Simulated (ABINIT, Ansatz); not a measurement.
# CdS (Hawleyite): G0W0 with ABINIT, start to end

Wanted: ground state, empty states, screening and self-energy for CdS (Hawleyite).

Calculated with ABINIT 10.8.3; PBE and many-body steps on it, plane waves.

**The experiments to reproduce.**

- Gap 2.42 eV: optical gap from inflexion point of photoacoustic spectrum, as-grown film; photoacoustic spectroscopy; film (as-grown chemical bath deposited film, about 0.25 um thick, deposited at 80 C) (“Study of the band--gap shift in CdS films: Influence of thermal annealing in different atmospheres”, 1995, arxiv:cond-mat/9501125).

**1. The system as given**

The structure is cubic, space group F-43m (No. 216). Conventional cell: a = 5.833 Å, b = 5.833 Å, c = 5.833 Å, α = 90.00°, β = 90.00°, γ = 90.00°. Nearest to Cd lie 4 S at 2.53 Å. Nearest to S lie 4 Cd at 2.53 Å. Farther neighbours, and contacts between anions beyond the nearest, are not listed.

Structure file:

```cif
data_structure
_symmetry_space_group_name_H-M 'P 1'
_symmetry_Int_Tables_number 1
_cell_length_a 4.1246
_cell_length_b 4.1246
_cell_length_c 4.1246
_cell_angle_alpha 60.000
_cell_angle_beta 60.000
_cell_angle_gamma 60.000
_cell_volume 49.62
loop_
_atom_site_label
_atom_site_type_symbol
_atom_site_fract_x
_atom_site_fract_y
_atom_site_fract_z
_atom_site_occupancy
Cd1 Cd 0.00000 0.00000 0.00000 1
S2 S 0.25000 0.25000 0.25000 1
```

The cell and positions come from the Crystallography Open Database and are kept as given unless a step says otherwise.

**2. Ground state**

This step: ABINIT 10.8.3; DFT, PBE, plane waves, norm-conserving pseudopotentials.

The ground-state density comes first.

The input, run.abi:

```
acell 3*1.0 Angstrom
rprim 
  -0.000000000000 2.916500000000 2.916500000000
  2.916500000000 -0.000000000000 2.916500000000
  2.916500000000 2.916500000000 -0.000000000000
ntypat 2
znucl 48 16
natom 2
typat 1 2
xred 
  0.000000000000 0.000000000000 0.000000000000
  0.250000000000 0.250000000000 0.250000000000
pp_dirpath "pseudos"
pseudos "Cd.upf, S.upf"
ecut 47
ngkpt 6 6 6
nshiftk 1
shiftk 0 0 0
kptopt 1
chksymbreak 0
nband 18
occopt 1
tolvrs 1e-10
nstep 60
prtwf 0
optforces 0
optstress 0
indata_prefix "in"
outdata_prefix "out"
tmpdata_prefix "tmp"
```

On the command line:

```console
$ OMP_NUM_THREADS=1 mpirun -n 4 abinit run.abi > log
```

Standard output:

```text
.Version 10.8.3 of ABINIT. v10.8.2 released Aug 2026.

 Symmetries : space group F-4 3 m (#216); Bravais cF (face-center cubic)
================================================================================
 Values of the parameters that define the memory need of the present run
     intxc =       0    ionmov =       0      iscf =       7    lmnmax =       6
     lnmax =       6     mgfft =      50  mpssoang =       3    mqgrid =    3001
     natom =       2  nloc_mem =       1    nspden =       1   nspinor =       1
    nsppol =       1      nsym =      24    n1xccc =    2501    ntypat =       2
    occopt =       1   xclevel =       2
-    mband =          18        mffmem =           1         mkmem =           4
       mpw =        5188          nfft =      125000          nkpt =          16
================================================================================
  Rough estimation (10% accuracy) of disk space for files :
================================================================================

--------------------------------------------------------------------------------
------------- Echo of variables that govern the present computation ------------
--------------------------------------------------------------------------------
 -outvars: echo values of preprocessed input variables --------
            acell      1.8897261259E+00  1.8897261259E+00  1.8897261259E+00 Bohr

      chksymbreak           0
             ecut      4.70000000E+01 Hartree
-          fftalg         312

              ixc     -101130
              kpt      0.00000000E+00  0.00000000E+00  0.00000000E+00
                       1.66666667E-01  0.00000000E+00  0.00000000E+00
                       3.33333333E-01  0.00000000E+00  0.00000000E+00
                       5.00000000E-01  0.00000000E+00  0.00000000E+00
                       1.66666667E-01  1.66666667E-01  0.00000000E+00
                       3.33333333E-01  1.66666667E-01  0.00000000E+00
                       5.00000000E-01  1.66666667E-01  0.00000000E+00
                      -3.33333333E-01  1.66666667E-01  0.00000000E+00
                      -1.66666667E-01  1.66666667E-01  0.00000000E+00
   [... 5 further rows ...]
                      -3.33333333E-01  3.33333333E-01  1.66666667E-01
                      -3.33333333E-01  5.00000000E-01  1.66666667E-01
         kptrlatt        6    0    0      0    6    0      0    0    6
          kptrlen      4.67656631E+01
P           mkmem           4
            natom           2
            nband          18
            ngfft          50      50      50
             nkpt          16
            nstep          60
             nsym          24
           ntypat           2
              occ      2.000000  2.000000  2.000000  2.000000  2.000000  2.000000
                       2.000000  2.000000  2.000000  2.000000  2.000000  2.000000
                       2.000000  0.000000  0.000000  0.000000  0.000000  0.000000
        optforces           0
        optstress           0
            prtwf           0
            rprim     -0.0000000000E+00  2.9165000000E+00  2.9165000000E+00
[...]
spgroup         216

           tolvrs      1.00000000E-10

             xred      0.0000000000E+00  0.0000000000E+00  0.0000000000E+00
[...]
znucl       48.00000   16.00000

================================================================================

 chkinp: Checking input parameters for consistency.

================================================================================
== DATASET  1 ==================================================================
-   mpi_nproc: 4, omp_nthreads: 1 (-1 if OMP is not activated)

--- !DatasetInfo
iteration_state: {dtset: 1, }
dimensions: {natom: 2, nkpt: 16, mband: 18, nsppol: 1, nspinor: 1, nspden: 1, mpw: 5188, }
cutoff_energies: {ecut:  47.0, pawecutdg:  -1.0, }
electrons: {nelect:   2.60000000E+01, charge:   0.00000000E+00, occopt:   1.00000000E+00, tsmear:   1.00000000E-02, }

 Real(R)+Recip(G) space primitive vectors, cartesian coordinates (Bohr,Bohr^-1):
 R(1)=  0.0000000  5.5113862  5.5113862  G(1)= -0.0907213  0.0907213  0.0907213
 R(2)=  5.5113862  0.0000000  5.5113862  G(2)=  0.0907213 -0.0907213  0.0907213
 R(3)=  5.5113862  5.5113862  0.0000000  G(3)=  0.0907213  0.0907213 -0.0907213
 Unit cell volume ucvol=  3.3482088E+02 bohr^3
 Angles (23,13,12)=  6.00000000E+01  6.00000000E+01  6.00000000E+01 degrees

 getcut: wavevector=  0.0000  0.0000  0.0000  ngfft=  50  50  50
         ecut(hartree)=     47.000   => boxcut(ratio)=   2.07948

--- Pseudopotential description ------------------------------------------------
- Cd Generated using ONCVPSP code by D. R. Hamann
- 48.00000  20.00000  171031                  znucl, zion, pspdat
12 -101130 2 -1 1368                          pspcod,pspxc,lmax,lloc,mmax
     nproj     2     2     2
  pspatm : epsatm=   23.16453630
         --- l  ekb(1:nproj) -->
[...]
pspatm: atomic psp has been read  and splines computed

- S Generated using ONCVPSP code by D. R. Hamann
- 16.00000   6.00000  171031                  znucl, zion, pspdat
12 -101130 2 -1 1146                          pspcod,pspxc,lmax,lloc,mmax
     nproj     2     2     2
  pspatm : epsatm=    9.01821529
         --- l  ekb(1:nproj) -->
[...]
2   -3.547662   -0.986524
 pspatm: atomic psp has been read  and splines computed

   8.36751541E+02                                ecore*ucvol(ha*bohr**3)
--------------------------------------------------------------------------------

_setup2: Arith. and geom. avg. npw (full set) are    5151.458    5151.430

================================================================================

--- !BeginCycle
iteration_state: {dtset: 1, }
solver: {iscf: 7, nstep: 60, nline: 4, wfoptalg: 0, }
tolerances: {tolvrs: 1.00E-10, }

     iter   Etot(hartree)      deltaE(h)  residm     vres2
 ETOT  1  -184.58109602512    -1.846E+02 2.197E+00 4.390E+03
 ETOT  2  -185.65086711536    -1.070E+00 3.839E-02 6.972E+03
 ETOT  3  -186.34144421193    -6.906E-01 5.803E-03 7.723E+02
 ETOT  4  -186.39720509171    -5.576E-02 2.096E-03 2.072E+02
 ETOT  5  -186.41732805768    -2.012E-02 6.205E-04 2.343E+00
 ETOT  6  -186.41755963703    -2.316E-04 2.448E-04 2.511E-02
 ETOT  7  -186.41756130017    -1.663E-06 3.384E-05 9.705E-03
 ETOT  8  -186.41756155447    -2.543E-07 3.870E-05 7.709E-03
 ETOT  9  -186.41756237534    -8.209E-07 1.732E-05 2.003E-05
 ETOT 10  -186.41756237783    -2.486E-09 4.463E-05 2.764E-07
 ETOT 11  -186.41756237784    -1.558E-11 2.006E-05 1.060E-08
 ETOT 12  -186.41756237784    -1.478E-12 4.702E-05 7.445E-10
 ETOT 13  -186.41756237785    -2.160E-12 2.139E-05 4.140E-11

 At SCF step   13       vres2   =  4.14E-11 < tolvrs=  1.00E-10 =>converged.

--- !ResultsGS
iteration_state: {dtset: 1, }
comment   : Summary of ground state results
lattice_vectors:
- [ -0.0000000,   5.5113862,   5.5113862, ]
- [  5.5113862,  -0.0000000,   5.5113862, ]
- [  5.5113862,   5.5113862,  -0.0000000, ]
lattice_lengths: [   7.79428,    7.79428,    7.79428, ]
lattice_angles: [ 60.000,  60.000,  60.000, ] # degrees, (23, 13, 12)
lattice_volume:   3.3482088E+02
convergence: {deltae: -2.160E-12, res2:  4.140E-11, residm:  2.139E-05, diffor:  0.000E+00, }
etotal    :  -1.86417562E+02
entropy   :   0.00000000E+00
fermie    :   1.60449132E-01
cartesian_stress_tensor: null
pressure_GPa: null
xred      :
- [  0.0000E+00,   0.0000E+00,   0.0000E+00, Cd]
- [  2.5000E-01,   2.5000E-01,   2.5000E-01,  S]
cartesian_forces: null
force_length_stats: {min: null, max: null, mean: null, }

 Integrated electronic density in atomic spheres:
 ------------------------------------------------
 Atom  Sphere_radius  Integrated_density
    1        2.00000         17.17000095
    2        2.00000          3.93308081
================================================================================

 ----iterations are completed or convergence reached----

 Mean square residual over all n,k,spin=   83.764E-09; max=  21.389E-06
 reduced coordinates (array xred) for    2 atoms
       0.000000      0.000000      0.000000
       0.250000      0.250000      0.250000
 rms dE/dt=  0.0000E+00; max dE/dt=  0.0000E+00; dE/dt below (all hartree)
    1       0.000000      0.000000      0.000000
    2       0.000000      0.000000      0.000000

 cartesian coordinates (angstrom) at end:
    1      0.000000     0.000000     0.000000
    2      1.458250     1.458250     1.458250
 length scales=  1.889726  1.889726  1.889726 bohr
              =  1.000000  1.000000  1.000000 angstroms
 prteigrs : about to open file out_EIG
 Fermi (or HOMO) energy (hartree) =   0.16045   Average Vxc (hartree)=  -0.34390
 Eigenvalues (hartree) for nkpt=  16  k points:
 kpt#   1, nband= 18, wtk=  0.00463, kpt=  0.0000  0.0000  0.0000 (reduced coord)
  -3.56438   -2.13350   -2.13350   -2.13350   -0.29393   -0.12336   -0.12336   -0.12336
  -0.10576   -0.10576    0.16045    0.16045    0.16045    0.20252    0.40047    0.40047
   0.40047    0.58082
 prteigrs : prtvol=0 or 1, do not print more k-points.

--- !EnergyTerms
iteration_state     : {dtset: 1, }
comment             : Components of total free energy in Hartree
kinetic             :  6.539617E+01
hartree             :  6.517524E+01
xc                  : -2.742416E+01
Ewald energy        : -9.940623E+01
psp_core            :  2.499102E+00
local_psp           : -1.984064E+02
non_local_psp       :  5.748720E+00
total_energy        : -1.864176E+02
total_energy_eV     : -5.072680E+03
band_energy         : -2.106626E+01

== END DATASET(S) ==============================================================
================================================================================

 -outvars: echo values of variables after computation  --------
           etotal     -1.8641756238E+02
            nband          18
             nkpt          16
          spgroup         216
 [... the other variables as echoed above ...]

 Calculation completed.
```

Run time: 25 s. Hardware: 4 MPI ranks of Intel Xeon Platinum 8259CL at 2.50GHz (Skylake/Cascade Lake), shared host; peak memory 0.4 GiB; 99 s of CPU time.

This step gave:

| Quantity | Value |
| --- | --- |
| total energy | -5072.6803 eV |
| gap | 1.145 eV |
| k of the valence top | 0, 0, 0 |
| k of the conduction bottom | 0, 0, 0 |
| least direct gap | 1.145 eV |

The gap is direct, at Γ.

(Continued in part 2 of 3.)

[Long decimals in the printed logs are rounded to 6 places.]

[Logs are printed without paths, hosts, clocks, repeated set-up lines and the standing remarks that a program may print on its own settings, such as how far it seeks lower states.]

[Paths, hosts, dates, memory and timing lines, banners, echoed tables and standing remarks are left out of the program output; an Ansatz launch command may be rebuilt from the run's recorded settings. Measured values are a selection of at most five: reports struck by readers or far from the other reports are left out. None is set beside runs whose start may be inverted or whose files or cutoffs have a known fault.]

[Runs of the session that timed out or met a known fault of the program may be left out.]

[Hosts, paths, dates, database ids (printed as entryN), source tags and the programs' standing remarks are cut or masked in the printed files.]

[G0W0 gaps are taken among the corrected bands and points alone; a level outside them can change the order at an edge.]

[Where Ansatz stands beside ABINIT at settings called matched, ABINIT's density can come from a denser mesh and the files from another edition; pairs whose starting gaps differed by over 0.03 eV were left out, so agreement reads better than it is.]
